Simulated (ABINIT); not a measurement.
# AlBiS3 (Pm-3m): zone-centre phonons, part 4 of 4

Which modes does AlBiS3 (Pm-3m) have at the zone centre?

ABINIT 10.8.3; DFT PBE, scalar-relativistic, plane waves, PseudoDojo norm-conserving pseudopotentials.

So far. Step 6 (Linear response at Γ): The acoustic modes at Γ come out as far as 2.3 cm⁻¹ from zero, where they should vanish, a small numerical error. The lowest optical mode is imaginary, 155i cm⁻¹, an instability at this level and on this k mesh. Step 7 (Modes with the sum rule): The rule moves no optical mode by more than 0.1 cm⁻¹. The relaxed cell has a = 4.665 Å (conventional setting).

The structure was built from a prototype and need not be the compound's stable phase.

## 8. Sum rules set otherwise (asr 0)

Without the rule the raw error of the acoustic modes shows.

anaddb.abi

```
ddb_filepath "gamma_DDB"
output_file "anaddb.abo"
outdata_prefix "anaddb"
asr 0
chneut 0
enunit 2
eivec 1
nph1l 1
qph1l 0.0 0.0 0.0 1.0
```

mrgddb.in

```
gamma_DDB
merged
2
dfpt_gammao_DDB
gso_DDB
```

Run with:

```
$ mrgddb < mrgddb.in > mrgddb.log
$ OMP_NUM_THREADS=1 anaddb anaddb.abi > anaddb.log
```

anaddb.abo, the main output file:

```text
-outvars_anaddb: echo values of input variables ----------------------

 Miscellaneous information :
      enunit         2
       eivec         1
      chneut         0
 First list of wavevector (reduced coord.) :
       nph1l         1
       qph1l
                     0.00000000E+00  0.00000000E+00  0.00000000E+00    1.000E+00

================================================================================

 read the DDB information and perform some checks

  ==== Info on the Cryst% object ====
 Real(R)+Recip(G) space primitive vectors, cartesian coordinates (Bohr,Bohr^-1):
 R(1)=  8.8149351  0.0000000  0.0000000  G(1)=  0.1134438  0.0000000  0.0000000
 R(2)=  0.0000000  8.8149351  0.0000000  G(2)=  0.0000000  0.1134438  0.0000000
 R(3)=  0.0000000  0.0000000  8.8149351  G(3)=  0.0000000  0.0000000  0.1134438
 Unit cell volume ucvol=  6.8494762E+02 bohr^3
 Angles (23,13,12)=  9.00000000E+01  9.00000000E+01  9.00000000E+01 degrees
 Time-reversal symmetry is present
 Reduced atomic positions [iatom, xred, symbol]:
    1)    0.0000000  0.0000000  0.0000000  Bi
    2)    0.5000000  0.5000000  0.5000000  Al
    3)    0.5000000  0.5000000  0.0000000   S
    4)    0.5000000  0.0000000  0.5000000   S
    5)    0.0000000  0.5000000  0.5000000   S

 DDB file with 3 blocks has been read.

================================================================================

 Treat the first list of vectors

  Phonon wavevector (reduced coordinates) :  0.00000  0.00000  0.00000
 Phonon energies in Hartree :
  -7.056837E-04 -7.056837E-04 -7.056837E-04 -7.013146E-04 -7.013146E-04
  -7.013146E-04 -1.032519E-05 -1.032519E-05 -1.032519E-05  5.007380E-04
   5.007380E-04  5.007380E-04  1.933135E-03  1.933135E-03  1.933135E-03
 Phonon energies in meV     :
- -1.920263E+01 -1.920263E+01 -1.920263E+01 -1.908374E+01 -1.908374E+01
- -1.908374E+01 -2.809627E-01 -2.809627E-01 -2.809627E-01  1.362578E+01
-  1.362578E+01  1.362578E+01  5.260328E+01  5.260328E+01  5.260328E+01
 Phonon frequencies in cm-1    :
- -1.548797E+02 -1.548797E+02 -1.548797E+02 -1.539208E+02 -1.539208E+02
- -1.539208E+02 -2.266117E+00 -2.266117E+00 -2.266117E+00  1.098993E+02
-  1.098993E+02  1.098993E+02  4.242741E+02  4.242741E+02  4.242741E+02
 Phonon frequencies in Thz     :
- -4.643176E+00 -4.643176E+00 -4.643176E+00 -4.614428E+00 -4.614428E+00
- -4.614428E+00 -6.793648E-02 -6.793648E-02 -6.793648E-02  3.294698E+00
-  3.294698E+00  3.294698E+00  1.271942E+01  1.271942E+01  1.271942E+01
 Phonon energies in Kelvin  :
- -2.228373E+02 -2.228373E+02 -2.228373E+02 -2.214576E+02 -2.214576E+02
- -2.214576E+02 -3.260437E+00 -3.260437E+00 -3.260437E+00  1.581206E+02
-  1.581206E+02  1.581206E+02  6.104357E+02  6.104357E+02  6.104357E+02

 Eigendisplacements
 (will be given, for each mode : in cartesian coordinates
   for each atom the real part of the displacement vector,
   then the imaginary part of the displacement vector - absolute values smaller than 1.0d-7 are set to zero)
  Mode number    1   Energy   -7.056837E-04
 Attention : low frequency mode.
   (Could be unstable or acoustic mode)
-  1  0.00000000E+00  0.00000000E+00  0.00000000E+00
-     0.00000000E+00  0.00000000E+00  0.00000000E+00
-  2  0.00000000E+00  0.00000000E+00  0.00000000E+00
-     0.00000000E+00  0.00000000E+00  0.00000000E+00
-  3  0.00000000E+00  0.00000000E+00  0.00000000E+00
-     0.00000000E+00  0.00000000E+00  0.00000000E+00
-  4  0.00000000E+00  0.00000000E+00 -2.92470830E-03
-     0.00000000E+00  0.00000000E+00  0.00000000E+00
-  5  0.00000000E+00  0.00000000E+00  2.92470830E-03
-     0.00000000E+00  0.00000000E+00  0.00000000E+00
  Mode number    2   Energy   -7.056837E-04
 Attention : low frequency mode.
   (Could be unstable or acoustic mode)
-  1  0.00000000E+00  0.00000000E+00  0.00000000E+00
-     0.00000000E+00  0.00000000E+00  0.00000000E+00
-  2  0.00000000E+00  0.00000000E+00  0.00000000E+00
-     0.00000000E+00  0.00000000E+00  0.00000000E+00
-  3  0.00000000E+00  2.92470830E-03  0.00000000E+00
-     0.00000000E+00  0.00000000E+00  0.00000000E+00
-  4  0.00000000E+00  0.00000000E+00  0.00000000E+00
-     0.00000000E+00  0.00000000E+00  0.00000000E+00
-  5  0.00000000E+00 -2.92470830E-03  0.00000000E+00
-     0.00000000E+00  0.00000000E+00  0.00000000E+00
  Mode number    3   Energy   -7.056837E-04
 Attention : low frequency mode.
   (Could be unstable or acoustic mode)
-  1  0.00000000E+00  0.00000000E+00  0.00000000E+00
-     0.00000000E+00  0.00000000E+00  0.00000000E+00
-  2  0.00000000E+00  0.00000000E+00  0.00000000E+00
-     0.00000000E+00  0.00000000E+00  0.00000000E+00
-  3  2.92470830E-03  0.00000000E+00  0.00000000E+00
-     0.00000000E+00  0.00000000E+00  0.00000000E+00
-  4 -2.92470830E-03  0.00000000E+00  0.00000000E+00
-     0.00000000E+00  0.00000000E+00  0.00000000E+00
-  5  0.00000000E+00  0.00000000E+00  0.00000000E+00
-     0.00000000E+00  0.00000000E+00  0.00000000E+00
  Mode number    4   Energy   -7.013146E-04
 Attention : low frequency mode.
   (Could be unstable or acoustic mode)
-  1  0.00000000E+00  0.00000000E+00  8.61582125E-04
-     0.00000000E+00  0.00000000E+00  0.00000000E+00
-  2  0.00000000E+00  0.00000000E+00 -5.73020846E-05
-     0.00000000E+00  0.00000000E+00  0.00000000E+00
-  3  0.00000000E+00  0.00000000E+00 -7.13860685E-04
-     0.00000000E+00  0.00000000E+00  0.00000000E+00
-  4  0.00000000E+00  0.00000000E+00 -2.42462458E-03
-     0.00000000E+00  0.00000000E+00  0.00000000E+00
-  5  0.00000000E+00  0.00000000E+00 -2.42462458E-03
-     0.00000000E+00  0.00000000E+00  0.00000000E+00
  Mode number    5   Energy   -7.013146E-04
 Attention : low frequency mode.
   (Could be unstable or acoustic mode)
-  1  0.00000000E+00  8.61582124E-04  0.00000000E+00
-     0.00000000E+00  0.00000000E+00  0.00000000E+00
-  2  0.00000000E+00 -5.73020845E-05  0.00000000E+00
-     0.00000000E+00  0.00000000E+00  0.00000000E+00
-  3 -1.18557883E-07 -2.42462458E-03  0.00000000E+00
-     0.00000000E+00  0.00000000E+00  0.00000000E+00
-  4 -1.18557883E-07 -7.13860684E-04  0.00000000E+00
-     0.00000000E+00  0.00000000E+00  0.00000000E+00
-  5  0.00000000E+00 -2.42462458E-03  0.00000000E+00
-     0.00000000E+00  0.00000000E+00  0.00000000E+00
  Mode number    6   Energy   -7.013146E-04
 Attention : low frequency mode.
   (Could be unstable or acoustic mode)
-  1  8.61582124E-04  0.00000000E+00  0.00000000E+00
-     0.00000000E+00  0.00000000E+00  0.00000000E+00
-  2 -5.73020845E-05  0.00000000E+00  0.00000000E+00
-     0.00000000E+00  0.00000000E+00  0.00000000E+00
-  3 -2.42462458E-03  1.18557956E-07  0.00000000E+00
-     0.00000000E+00  0.00000000E+00  0.00000000E+00
-  4 -2.42462458E-03  0.00000000E+00  0.00000000E+00
-     0.00000000E+00  0.00000000E+00  0.00000000E+00
-  5 -7.13860684E-04  1.18557956E-07  0.00000000E+00
-     0.00000000E+00  0.00000000E+00  0.00000000E+00
  Mode number    7   Energy   -1.032519E-05
 Attention : low frequency mode.
   (Could be unstable or acoustic mode)
-  1  0.00000000E+00  0.00000000E+00  1.28523793E-03
-     0.00000000E+00  0.00000000E+00  0.00000000E+00
-  2  0.00000000E+00  0.00000000E+00  1.28267961E-03
-     0.00000000E+00  0.00000000E+00  0.00000000E+00
-  3  0.00000000E+00  0.00000000E+00  1.28376083E-03
-     0.00000000E+00  0.00000000E+00  0.00000000E+00
-  4  0.00000000E+00  0.00000000E+00  1.28648070E-03
-     0.00000000E+00  0.00000000E+00  0.00000000E+00
-  5  0.00000000E+00  0.00000000E+00  1.28648070E-03
-     0.00000000E+00  0.00000000E+00  0.00000000E+00
  Mode number    8   Energy   -1.032519E-05
 Attention : low frequency mode.
   (Could be unstable or acoustic mode)
-  1  0.00000000E+00 -1.28523793E-03  0.00000000E+00
-     0.00000000E+00  0.00000000E+00  0.00000000E+00
-  2  0.00000000E+00 -1.28267961E-03  0.00000000E+00
-     0.00000000E+00  0.00000000E+00  0.00000000E+00
-  3  0.00000000E+00 -1.28648070E-03  0.00000000E+00
-     0.00000000E+00  0.00000000E+00  0.00000000E+00
-  4  0.00000000E+00 -1.28376083E-03  0.00000000E+00
-     0.00000000E+00  0.00000000E+00  0.00000000E+00
-  5  0.00000000E+00 -1.28648070E-03  0.00000000E+00
-     0.00000000E+00  0.00000000E+00  0.00000000E+00
  Mode number    9   Energy   -1.032519E-05
 Attention : low frequency mode.
   (Could be unstable or acoustic mode)
-  1  1.28523793E-03  0.00000000E+00  0.00000000E+00
-     0.00000000E+00  0.00000000E+00  0.00000000E+00
-  2  1.28267961E-03  0.00000000E+00  0.00000000E+00
-     0.00000000E+00  0.00000000E+00  0.00000000E+00
-  3  1.28648070E-03  0.00000000E+00  0.00000000E+00
-     0.00000000E+00  0.00000000E+00  0.00000000E+00
-  4  1.28648070E-03  0.00000000E+00  0.00000000E+00
-     0.00000000E+00  0.00000000E+00  0.00000000E+00
-  5  1.28376083E-03  0.00000000E+00  0.00000000E+00
-     0.00000000E+00  0.00000000E+00  0.00000000E+00
  Mode number   10   Energy    5.007380E-04
-  1  0.00000000E+00  0.00000000E+00 -4.80278554E-04
-     0.00000000E+00  0.00000000E+00  0.00000000E+00
-  2  0.00000000E+00  0.00000000E+00  3.40854260E-03
-     0.00000000E+00  0.00000000E+00  0.00000000E+00
-  3  0.00000000E+00  0.00000000E+00  2.05765136E-03
-     0.00000000E+00  0.00000000E+00  0.00000000E+00
-  4  0.00000000E+00  0.00000000E+00 -8.92928870E-04
-     0.00000000E+00  0.00000000E+00  0.00000000E+00
-  5  0.00000000E+00  0.00000000E+00 -8.92928870E-04
-     0.00000000E+00  0.00000000E+00  0.00000000E+00
  Mode number   11   Energy    5.007380E-04
-  1  0.00000000E+00  4.80278554E-04  0.00000000E+00
-     0.00000000E+00  0.00000000E+00  0.00000000E+00
-  2  0.00000000E+00 -3.40854260E-03  0.00000000E+00
-     0.00000000E+00  0.00000000E+00  0.00000000E+00
-  3  0.00000000E+00  8.92928870E-04  0.00000000E+00
-     0.00000000E+00  0.00000000E+00  0.00000000E+00
-  4  0.00000000E+00 -2.05765136E-03  0.00000000E+00
-     0.00000000E+00  0.00000000E+00  0.00000000E+00
-  5  0.00000000E+00  8.92928870E-04  0.00000000E+00
-     0.00000000E+00  0.00000000E+00  0.00000000E+00
  Mode number   12   Energy    5.007380E-04
-  1  4.80278554E-04  0.00000000E+00  0.00000000E+00
-     0.00000000E+00  0.00000000E+00  0.00000000E+00
-  2 -3.40854260E-03  0.00000000E+00  0.00000000E+00
-     0.00000000E+00  0.00000000E+00  0.00000000E+00
-  3  8.92928870E-04  0.00000000E+00  0.00000000E+00
-     0.00000000E+00  0.00000000E+00  0.00000000E+00
-  4  8.92928870E-04  0.00000000E+00  0.00000000E+00
-     0.00000000E+00  0.00000000E+00  0.00000000E+00
-  5 -2.05765136E-03  0.00000000E+00  0.00000000E+00
-     0.00000000E+00  0.00000000E+00  0.00000000E+00
  Mode number   13   Energy    1.933135E-03
-  1  0.00000000E+00  0.00000000E+00  1.42482605E-05
-     0.00000000E+00  0.00000000E+00  0.00000000E+00
-  2  0.00000000E+00  0.00000000E+00  2.65799978E-03
-     0.00000000E+00  0.00000000E+00  0.00000000E+00
-  3  0.00000000E+00  0.00000000E+00 -3.27357132E-03
-     0.00000000E+00  0.00000000E+00  0.00000000E+00
-  4  0.00000000E+00  0.00000000E+00  4.71974261E-04
-     0.00000000E+00  0.00000000E+00  0.00000000E+00
-  5  0.00000000E+00  0.00000000E+00  4.71974261E-04
-     0.00000000E+00  0.00000000E+00  0.00000000E+00
  Mode number   14   Energy    1.933135E-03
-  1  0.00000000E+00 -1.42482605E-05  0.00000000E+00
-     0.00000000E+00  0.00000000E+00  0.00000000E+00
-  2  0.00000000E+00 -2.65799978E-03  0.00000000E+00
-     0.00000000E+00  0.00000000E+00  0.00000000E+00
-  3  0.00000000E+00 -4.71974261E-04  0.00000000E+00
-     0.00000000E+00  0.00000000E+00  0.00000000E+00
-  4  0.00000000E+00  3.27357132E-03  0.00000000E+00
-     0.00000000E+00  0.00000000E+00  0.00000000E+00
-  5  0.00000000E+00 -4.71974261E-04  0.00000000E+00
-     0.00000000E+00  0.00000000E+00  0.00000000E+00
  Mode number   15   Energy    1.933135E-03
-  1  1.42482605E-05  0.00000000E+00  0.00000000E+00
-     0.00000000E+00  0.00000000E+00  0.00000000E+00
-  2  2.65799978E-03  0.00000000E+00  0.00000000E+00
-     0.00000000E+00  0.00000000E+00  0.00000000E+00
-  3  4.71974261E-04  0.00000000E+00  0.00000000E+00
-     0.00000000E+00  0.00000000E+00  0.00000000E+00
-  4  4.71974261E-04  0.00000000E+00  0.00000000E+00
-     0.00000000E+00  0.00000000E+00  0.00000000E+00
-  5 -3.27357132E-03  0.00000000E+00  0.00000000E+00
-     0.00000000E+00  0.00000000E+00  0.00000000E+00

 Analysis of degeneracies and characters (maximum tolerance=1.00E-06 a.u.)
 For each vibration mode, or group of modes if degenerate,
 the characters are given for each symmetry operation (see the list in the log file).
 Symmetry characters of vibration mode #   1
       degenerate with vibration modes #   2 to    3
  3.0 -3.0 -1.0  1.0 -1.0  1.0 -1.0  1.0 -1.0  1.0  1.0 -1.0 -1.0  1.0  1.0 -1.0
  0.0 -0.0  0.0 -0.0 -0.0  0.0 -0.0  0.0 -1.0  1.0  1.0 -1.0  1.0 -1.0 -1.0  1.0
  0.0 -0.0 -0.0  0.0 -0.0  0.0  0.0 -0.0 -1.0  1.0 -1.0  1.0  1.0 -1.0  1.0 -1.0
 Symmetry characters of vibration mode #   4
       degenerate with vibration modes #   5 to    6
  3.0 -3.0 -1.0  1.0 -1.0  1.0 -1.0  1.0  1.0 -1.0 -1.0  1.0  1.0 -1.0 -1.0  1.0
  0.0 -0.0 -0.0  0.0 -0.0  0.0  0.0 -0.0  1.0 -1.0 -1.0  1.0 -1.0  1.0  1.0 -1.0
  0.0 -0.0 -0.0  0.0  0.0 -0.0 -0.0  0.0  1.0 -1.0  1.0 -1.0 -1.0  1.0 -1.0  1.0
 Symmetry characters of vibration mode #   7
       degenerate with vibration modes #   8 to    9
  3.0 -3.0 -1.0  1.0 -1.0  1.0 -1.0  1.0  1.0 -1.0 -1.0  1.0  1.0 -1.0 -1.0  1.0
  0.0 -0.0 -0.0  0.0  0.0 -0.0  0.0 -0.0  1.0 -1.0 -1.0  1.0 -1.0  1.0  1.0 -1.0
  0.0 -0.0  0.0 -0.0  0.0 -0.0 -0.0  0.0  1.0 -1.0  1.0 -1.0 -1.0  1.0 -1.0  1.0
 Symmetry characters of vibration mode #  10
       degenerate with vibration modes #  11 to   12
  3.0 -3.0 -1.0  1.0 -1.0  1.0 -1.0  1.0  1.0 -1.0 -1.0  1.0  1.0 -1.0 -1.0  1.0
 -0.0  0.0  0.0 -0.0  0.0 -0.0 -0.0  0.0  1.0 -1.0 -1.0  1.0 -1.0  1.0  1.0 -1.0
 -0.0  0.0  0.0 -0.0 -0.0  0.0  0.0 -0.0  1.0 -1.0  1.0 -1.0 -1.0  1.0 -1.0  1.0
 Symmetry characters of vibration mode #  13
       degenerate with vibration modes #  14 to   15
  3.0 -3.0 -1.0  1.0 -1.0  1.0 -1.0  1.0  1.0 -1.0 -1.0  1.0  1.0 -1.0 -1.0  1.0
  0.0 -0.0 -0.0  0.0 -0.0  0.0 -0.0  0.0  1.0 -1.0 -1.0  1.0 -1.0  1.0  1.0 -1.0
  0.0 -0.0 -0.0  0.0 -0.0  0.0 -0.0  0.0  1.0 -1.0  1.0 -1.0 -1.0  1.0 -1.0  1.0
-
```

Wall time 0.54 s (1 thread of Arm Neoverse N1, shared host).

Read from the output:

```
highest optical zone-centre mode (no LO-TO term) : 424.3 cm⁻¹
```

Zone-centre frequencies as printed; negative means imaginary. Modes:

| mode | frequency (cm⁻¹) |
| --- | --- |
| 1 | -154.9 |
| 2 | -154.9 |
| 3 | -154.9 |
| 4 | -153.9 |
| 5 | -153.9 |
| 6 | -153.9 |
| 7 | -2.27 |
| 8 | -2.27 |
| 9 | -2.27 |
| 10 | 109.9 |
| 11 | 109.9 |
| 12 | 109.9 |
| 13 | 424.3 |
| 14 | 424.3 |
| 15 | 424.3 |

## 9. What came out

| Item | Value |
| --- | --- |
| space group after relaxation | Pm-3m |
| volume per atom | 20.3 Å³ |
| highest optical zone-centre mode (no LO-TO term) | 424.2 cm⁻¹ |
| lowest optical zone-centre mode | -154.9 cm⁻¹ |
| imaginary optical modes at the zone centre (no q mesh in this session) | yes |

**Reading.** At the PBE level the optical modes of AlBiS3 (Pm-3m) at the zone centre run from 155i to 424 cm⁻¹, so the structure is a saddle point, with 6 modes beyond 10i cm⁻¹ there. These are harmonic frequencies at zero temperature: anharmonic shifts and linewidths and thermal expansion are left out. Spin-orbit coupling is left out, which can matter for the heavy elements here. In a metal the frequencies hang on the k mesh and the smearing, most of all near Kohn anomalies. The structure is a hypothetical one, built on a prototype.

[Host names and launcher messages were left out of these logs when they were recorded.]

[Logs are printed without paths, hosts, clocks, repeated set-up lines and the standing remarks that a program may print on its own settings, such as how far it seeks lower states.]

[Hosts, paths, dates, database ids (printed as entryN), source tags and the programs' standing remarks are cut or masked in the printed files.]
